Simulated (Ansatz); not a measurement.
# YPO4 (I4_1/amd): spin-orbit coupling beyond the local functionals

How far does spin-orbit coupling move the gap of YPO4 (I4_1/amd)?

Method: density functionals with and without spin-orbit coupling, plane waves, PAW, in Ansatz 0.2.0.

**1. Starting point**

The structure is tetragonal, space group I4_1/amd (No. 141). Conventional cell: a = 6.895 Å, b = 6.895 Å, c = 6.028 Å, α = 90.00°, β = 90.00°, γ = 90.00°. Nearest to Y lie 8 O at 2.31 to 2.38 Å. Nearest to P lie 4 O at 1.54 Å. Nearest to O lie 1 P at 1.54 Å and 2 Y at 2.31 to 2.38 Å. Farther neighbours, and contacts between anions beyond the nearest, are not listed.

The cell and positions come from the Crystallography Open Database and are kept as given unless a step says otherwise. The default PAW set here is soft_2. Its files were made with PBE.

**2. HSE06, 4×4×4 mesh**

This step: DFT, HSE06, plane waves, PAW.

Contents of input.yaml:

```yaml
crystal:
  lattice:
    - [-3.44735, 3.44735, 3.0138]
    - [3.44735, -3.44735, 3.0138]
    - [3.44735, 3.44735, -3.0138]
  atoms:
    - { symbol: "Y", position: [0.75, 0.25, 0.5] }
    - { symbol: "Y", position: [0.0, 0.0, 0.0] }
    - { symbol: P, position: [0.5, 0.5, 0.0] }
    - { symbol: P, position: [0.25, 0.75, 0.5] }
    - { symbol: O, position: [0.1661, 0.3408, 0.8253] }
    - { symbol: O, position: [0.0908, 0.7655, 0.6747] }
    - { symbol: O, position: [0.5155, 0.3408, 0.1747] }
    - { symbol: O, position: [0.0908, 0.4161, 0.3253] }
    - { symbol: O, position: [0.5839, 0.9092, 0.6747] }
    - { symbol: O, position: [0.6592, 0.8339, 0.1747] }
    - { symbol: O, position: [0.2345, 0.9092, 0.3253] }
    - { symbol: O, position: [0.6592, 0.4845, 0.8253] }
kpoints:
  mp_grid: { grid: [4, 4, 4] }
  band_path:
    path:
      - [0.0, 0.0, 0.0]
      - [0.0, 0.0, 0.5]
      - [-0.5, 0.5, 0.5]
      - [0.44107247, 0.44107247, -0.44107247]
      - [-0.44107247, 0.55892753, 0.44107247]
      - [0.25, 0.25, 0.25]
      - [0.0, 0.5, 0.0]
      - [0.0, 0.0, 0.35]
      - [0.0, 0.0, 0.1666666667]
    npoints: 1
hamiltonian:
  xc: hse06
scf:
  occupations: { method: fixed }
  n_extra_bands: 8
output:
  eigenvalues: true
```

Launch:

```console
$ ansatz run input.yaml --threads 24 --pin off --max-ram 82944MiB --backend cuda --events-out ev --progress --plain --runs-dir out --devices 1 --max-vram 78GiB
```

What it wrote:

```text
scf.n_extra_bands = 8 over 40 filled bands (N_el = 80.0): the run solves 48 bands
GPUs: using 1 of 1 available (devices: 1).
Engine: ansatz 0.2.0, aarch64-unknown-linux-gnu
Pseudopotentials: kind: paw
Pseudopotential: Y, paw, valence charge 11, recommended cutoff 420 eV (normal), Y.paw.azcp
Pseudopotential: P, paw, valence charge 5, recommended cutoff 420 eV (normal), P.paw.azcp
Pseudopotential: O, paw, valence charge 6, recommended cutoff 420 eV (normal), O.paw.azcp
Functional definition: HSE06
  parameter a = 0.25
  parameter omega = 0.11/bohr
  exchange = pbe_x - a*pbe_x_sr(omega) + a*exact_x_sr(omega)
  correlation = pbe_c
davidson cushion auto → on  (no smearing: the cushion is to keep the highest requested band from converging to the state above it; pin scf.eigensolver.cushion to override)
[...]
Crystal: 12 atoms, lattice volume = 143.267 Å³
Basis set: ecut = 420 eV, 2783 PW (Γ)
Bands: 48, of which v1, the nominal top of the filled ones, is band 40 counted from 1 (39 counted from 0)
Symmetry: 16 space group operations
Space group: I41/amd (ITA 141), of the structure as read, at distance tolerance 5.2e-5 Å
k-points: 13 of 64
Non-local potential: Y, projectors of the file, l = 0: 3, l = 1: 2, l = 2: 2, l = 3: 1
Non-local potential: P, projectors of the file, l = 0: 2, l = 1: 2, l = 2: 2
Non-local potential: O, projectors of the file, l = 0: 2, l = 1: 2, l = 2: 1
PAW form: soft (Blöchl's): semilocal exchange-correlation on the pseudo side does not see the compensation charge
PAW frozen core: Y, regenerated for the run's functional, and the local potential with it (the file was generated under x = pbe(κ = 0.804, μ = 0.219515), c = pbe(β = 0.066725))
PAW frozen core: P, regenerated for the run's functional, and the local potential with it (the file was generated under x = pbe(κ = 0.804, μ = 0.219515), c = pbe(β = 0.066725))
PAW frozen core: O, regenerated for the run's functional, and the local potential with it (the file was generated under x = pbe(κ = 0.804, μ = 0.219515), c = pbe(β = 0.066725))
PAW one-centre angular grid: Y, 590 points (default); XC on 64 Gauss nodes
PAW one-centre angular grid: P, 110 points (default); XC on 64 Gauss nodes
PAW one-centre angular grid: O, 110 points (default); XC on 96 Gauss nodes
Initial density: superposition of atomic densities (neutral atoms: chi_scale 0, normalization atom), corrected by the library's trained network
Initial wavefunctions: pseudopotential atomic-orbital guess
[...]
Functional: x = pbe(κ = 0.804, μ = 0.219515), c = pbe(β = 0.066725), warm-up for x = pbe(κ = 0.804, μ = 0.219515) + 0.25 (exact − pbe) at short range (hse, ω = 0.207870 Å⁻¹), c = pbe(β = 0.066725); HSE06 as pw.x's `hse` composes it (authors' and Libxc's form: `xc: wpbeh`)
[...]
Frozen-core exchange: fock
SCF iter   1: F=—  HF=-13770.114365 eV  |F-HF|=—  |Δ(HF+E_count)|=         —  Δρ=7.15e-5  dr2=2.56e-6  ethr=4.88e-7  ⟨swp⟩=3.5  Hψ=1452  notcnv=0
[...]
SCF iter   2: F=—  HF=-13770.114366 eV  |F-HF|=—  |Δ(HF+E_count)|=   7.84e-7  Δρ=3.23e-5  dr2=8.68e-7  ethr=2.93e-9  ⟨swp⟩=4.2  Hψ=2238  notcnv=0
iter 3 solved again at ethr=3.45e-11 eV; its pass at ethr=8.22e-10 eV (dr2=2.76e-8 eV) is discarded
SCF iter   3: F=—  HF=-13770.114366 eV  |F-HF|=—  |Δ(HF+E_count)|=   2.10e-7  Δρ=7.85e-6  dr2=1.60e-7  ethr=3.45e-11  ⟨swp⟩=3.0  Hψ=3099  notcnv=0
SCF iter   4: F=—  HF=-13770.114367 eV  |F-HF|=—  |Δ(HF+E_count)|=   1.54e-6  Δρ=1.62e-5  dr2=3.38e-7  ethr=3.39e-11  ⟨swp⟩=6.7  Hψ=2623  notcnv=0  defer=5
SCF iter   5: F=-13770.114367 eV  HF=-13770.114367 eV  |F-HF|=6.17e-9  |Δ(HF+E_count)|=   1.12e-7  Δρ=2.64e-6  dr2=1.01e-8  ethr=3.39e-11  ⟨swp⟩=4.0  Hψ=2353  notcnv=0
SCF 3 converged in 5 iterations: F = -13770.114367 eV  dr2 = 1.01e-8
hybrid outer 2: dexx = +1.784e-6 eV, tail = 3.60e-8 eV, Δε = 1.72e-3 eV (about 4.26e-5 eV left of the loop's levels)
[...]
NSCF: frozen V_eff on 9 k-points
hybrid SCF converged: 2 outer / 11 inner (+2 warm-up), last move |dexx| = 1.78e-6 eV, tail = 3.60e-8 eV
Stability not checked: this state was not tested for a lower state beside it, because the functional holds exact exchange (a hybrid, or Hartree-Fock), whose exchange loop this test does not read (fock_operator; see scf.lower_state_search)
Free energy (F): -13770.114367 eV
Frozen-core exchange: fock
Harris-Foulkes:  -13770.114367 eV  (|F-HF|=6.17e-9)
Internal energy: -13770.114367 eV  (E = F + TS)
E sigma→0 (E₀):  -13770.114367 eV
Fermi energy:    5.522927 eV
--- Per-component energies (eV) ---
  E_band       = -445.781241
  E_kinetic    = 2200.640458
  E_local      = -4253.770236  (includes V_loc(G=0)·N_el)
  E_nonlocal   = 533.468437
  E_hartree    = 1464.177912
  E_xc         = -859.383635
  E_vxc        = -1024.968580  (∫ρ·V_xc dr)
  E_exx        = -231.030902  (= α·E_x^exact, valence–valence)
  E_paw        = -8045.209267  (= ΣΔE_a)
  E_vpaw       = -367.461864  (= ΣTr[D̂ρ^β])
  E_aug_tail   = 0.020076  (compensation charges beyond the density's cutoff)
  E_ewald      = -4577.901437
  E_core_change = -1.125773  (= ΣΔE_core)
  E_smearing   = -0.000000  (= −TS)
  E_closure    = 0.000000  (closes the sum)
  Σ components = -13770.114367   (vs F -13770.114367, Δ=0.00e0)
--- Band table (eV; the first three rows and the last of 13) ---
  k-point 0: bands = [... 36 lower, 4.9847, 5.0206, 5.0206, 5.5229, 13.5732, 13.6153, 14.5245, 14.7287, ... 4 higher]
  k-point 1: bands = [... 36 lower, 4.9397, 4.9666, 4.9897, 5.3338, 13.3941, 13.9797, 14.2326, 14.5673, ... 4 higher]
  k-point 2: bands = [... 36 lower, 4.7580, 4.7580, 5.0422, 5.0422, 13.4669, 13.4669, 14.5354, 14.5354, ... 4 higher]
  k-point 12: bands = [... 36 lower, 4.4844, 4.4844, 4.8195, 4.8195, 14.2270, 14.2270, 14.7811, 14.7811, ... 4 higher]
```

Elapsed: 8.2 s, on 1 × NVIDIA GB200 (shared by 2 runs) with 24 threads of Arm Neoverse V2, shared host; peak memory 1.4 GiB.

Reading the cycles: dr2 is the Hartree energy of the density residual (eV), the measure of convergence; HF is the Harris–Foulkes estimate of the energy, which meets the free energy F at convergence.

Numbers from this step:

| Quantity | Value |
| --- | --- |
| gap | 7.829 eV |
| valence top at | Γ |
| conduction bottom at | k = (0.000, 0.000, 0.350) |
| least direct gap | 8.049 eV |
| exact-exchange fraction | 0.25 |

The gap is indirect, with the least direct gap 0.22 eV higher.

**3. HSE06+SOC, 4×4×4 mesh**

The many-body steps leave out spin-orbit coupling, so its effect is taken from a two-component run, with twice the bands.

This step: DFT, HSE06 with spin-orbit coupling, plane waves, PAW.

input.yaml, as its differences from that of step 2:

```diff
@@ -36,3 +36,6 @@
   occupations: { method: fixed }
-  n_extra_bands: 8
+  n_extra_bands: 16
+magnetization:
+  noncollinear: true
+  spin_orbit: true
 output:
```

What it wrote:

```text
[...]
GPUs: using 1 of 1 available (devices: 1).
[...]
non-collinear run that drives no moment, with spin-orbit: no starting moment large enough to seed its density (crystal.atoms[].spin), no starting occupations that ask for one, no magnetisation constraint and no magnetic field, so the semilocal B_xc is pinned to zero
[...]
Crystal: 12 atoms, lattice volume = 143.267 Å³
Basis set: ecut = 420 eV, 2783 PW (Γ)
Bands: 96, of which v1, the nominal top of the filled ones, is band 80 counted from 1 (79 counted from 0)
Symmetry: 16 space group operations + 16 with time reversal
[...]
k-points: 13 of 64
Projection manifold: j_resolved (fully-relativistic pseudo-atomic orbitals)
[...]
SCF iter   1: F=—  HF=-13770.546286 eV  |F-HF|=—  |Δ(HF+E_count)|=         —  Δρ=9.45e-2  dr2=1.64e1  dr2_m=0.00e0 (ungated)  ethr=1.00e-1  |M|=0.00e0 ∫|m|=0.00e0 μB  |m|>n=0.0e0 m-floor=0.0e0 τ_xc=0.0e0  β_m=0.30  ⟨swp⟩=3.0  Hψ=5304  notcnv=0
[...]
SCF iter   2: F=—  HF=-13766.210514 eV  |F-HF|=—  |Δ(HF+E_count)|=    4.34e0  Δρ=4.28e-2  dr2=1.89e0  dr2_m=0.00e0 (ungated)  ethr=2.05e-2  |M|=0.00e0 ∫|m|=0.00e0 μB  |m|>n=0.0e0 m-floor=0.0e0 τ_xc=0.0e0  β_m=0.36  ⟨swp⟩=3.2  Hψ=3256  notcnv=0
[...]
SCF iter   5: F=-13766.063770 eV  HF=-13766.063144 eV  |F-HF|=6.26e-4  |Δ(HF+E_count)|=   3.68e-4  Δρ=1.66e-3  dr2=1.62e-3  dr2_m=0.00e0 (ungated)  ethr=3.90e-5  |M|=0.00e0 ∫|m|=0.00e0 μB  |m|>n=0.0e0 m-floor=0.0e0 τ_xc=0.0e0  ⟨swp⟩=4.0  Hψ=3270  notcnv=0
[...]
hybrid outer 1: dexx = +3.824e-2 eV, tail = 7.91e-5 eV
[...]
SCF 3 converged in 4 iterations: F = -13768.219027 eV  dr2 = 7.88e-8
[...]
site 11: m = (+0.0000, +0.0000, +0.0000) μB, |m| = 0.0000 μB  (R = 0.64 Å)
Free energy (F): -13768.219027 eV
Frozen-core exchange: fock
[...]
Internal energy: -13768.219027 eV  (E = F + TS)
E sigma→0 (E₀):  -13768.219027 eV
Fermi energy:    5.523818 eV
[...]
--- Band table (eV; the first three rows and the last of 13) ---
[...]
```

Run time: 22 s. Hardware: 1 × NVIDIA GB200 (shared by 2 runs) with 24 threads; peak memory 3 GiB.

This step gave:

```
gap                     : 7.829 eV
valence top at          : Γ
conduction bottom at    : k = (0.000, 0.000, 0.350)
least direct gap        : 8.049 eV
exact-exchange fraction : 0.25
```

The gap is that of HSE06.

**4. Together**

Times are wall times on 1 × NVIDIA GB200 (shared by 2 runs) with 24 threads of Arm Neoverse V2, shared host, good to a factor of about two.

| level | gap (eV) | with coupling (eV) | change (eV) | time | with coupling |
| --- | --- | --- | --- | --- | --- |
| HSE06 | 7.83 | 7.83 | +0.0002 | 8.2 s | 22 s |

**5. Summary of results**

- HSE06: 7.83 eV
- HSE06+SOC: 7.83 eV

Spin-orbit coupling changes the gap by +0.0002 eV and the least direct gap by +0.0001 eV.

[Long decimals in the printed logs are rounded to 6 places.]

[Logs are printed without paths, hosts, clocks, repeated set-up lines and the standing remarks that a program may print on its own settings, such as how far it seeks lower states.]

[Paths, hosts, dates, memory and timing lines, banners, echoed tables and standing remarks are left out of the program output; an Ansatz launch command may be rebuilt from the run's recorded settings. Measured values are a selection of at most five: reports struck by readers or far from the other reports are left out. None is set beside runs whose start may be inverted or whose files or cutoffs have a known fault.]

[Runs of the session that timed out or met a known fault of the program may be left out.]

[Cells called generated may have been cut or substituted from an entry of the Crystallography Open Database or the Materials Project.]

[Hosts, paths, dates, database ids (printed as entryN), source tags and the programs' standing remarks are cut or masked in the printed files.]

[Where the starting crystal was built by hand or by swapping elements, it need not be the compound's stable phase.]
